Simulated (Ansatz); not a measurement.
In doubt: one-shot GW on d or f shells is unsure (in some of the runs), so the values of those runs are not to be relied on.

The crystal is KSrCeSbO6 (F-43m).

```xyz
10
Lattice="0.0000 4.2322 4.2322 4.2322 0.0000 4.2322 4.2322 4.2322 0.0000" Properties=species:S:1:pos:R:3 pbc="T T T"
K     6.3482    6.3482    6.3482
Sr    2.1161    2.1161    2.1161
Ce    0.0000    0.0000    0.0000
Sb    4.2322    4.2322    4.2322
O     2.2227    4.2322    4.2322
O     6.2417    4.2322    4.2322
O     4.2322    4.2322    6.2417
O     4.2322    4.2322    2.2227
O     4.2322    2.2227    4.2322
O     4.2322    6.2417    4.2322
```

The cell and positions are those that the Materials Project relaxed with its own functionals (PBE, PBE+U or r2SCAN), kept fixed. Spin-orbit coupling is left out unless a run names it.

Gaps computed with Ansatz 0.2.0 without a self-energy: LDA 1.88 eV, PBE 1.92 eV, r2SCAN 2.21 eV, HSE06 3.79 eV and DDH-PBE0 4.16 eV.

What gap should G0W0 on PBE give (4×4×4 mesh, 831 empty bands, screening to 180 eV, PAW set soft_1 files)?

About 4.45 eV: on its mesh the run moves the gap from 1.92 eV by +2.53 eV. Among the scalar-relativistic levels given, DDH-PBE0 is nearest (−0.29 eV). Bands and cutoff are finite, so the gap is not at the basis limit. The miss can reach some tenths of an eV and take either sign; the mesh is an error of its own. Empty 4f levels lie among the conduction bands. Their place in the start is unsure; it enters the screening, and the edge itself where they lie low. The runs have no spin polarisation. For a closed low-spin shell that is the natural state; where a d or f shell is open it is a constraint, and the gap is then not the crystal's own. The compound holds f electrons or empty f levels, where one-shot G0W0 is unsure. The many-body steps are scalar-relativistic: spin-orbit coupling is not in them. The program marks a band-edge row as in doubt, so the gap is less sure than its digits.

[Paths, hosts, dates, memory and timing lines, banners, echoed tables and standing remarks are left out of the program output.]

[Logs are printed without paths, hosts, clocks, repeated set-up lines and the standing remarks that a program may print on its own settings, such as how far it seeks lower states.]

[Runs of the session that timed out or met a known fault of the program may be left out.]

[Cells called generated may have been cut or substituted from an entry of the Crystallography Open Database or the Materials Project.]

[Hosts, paths, dates, database ids (printed as entryN), source tags and the programs' standing remarks are cut or masked in the printed files.]
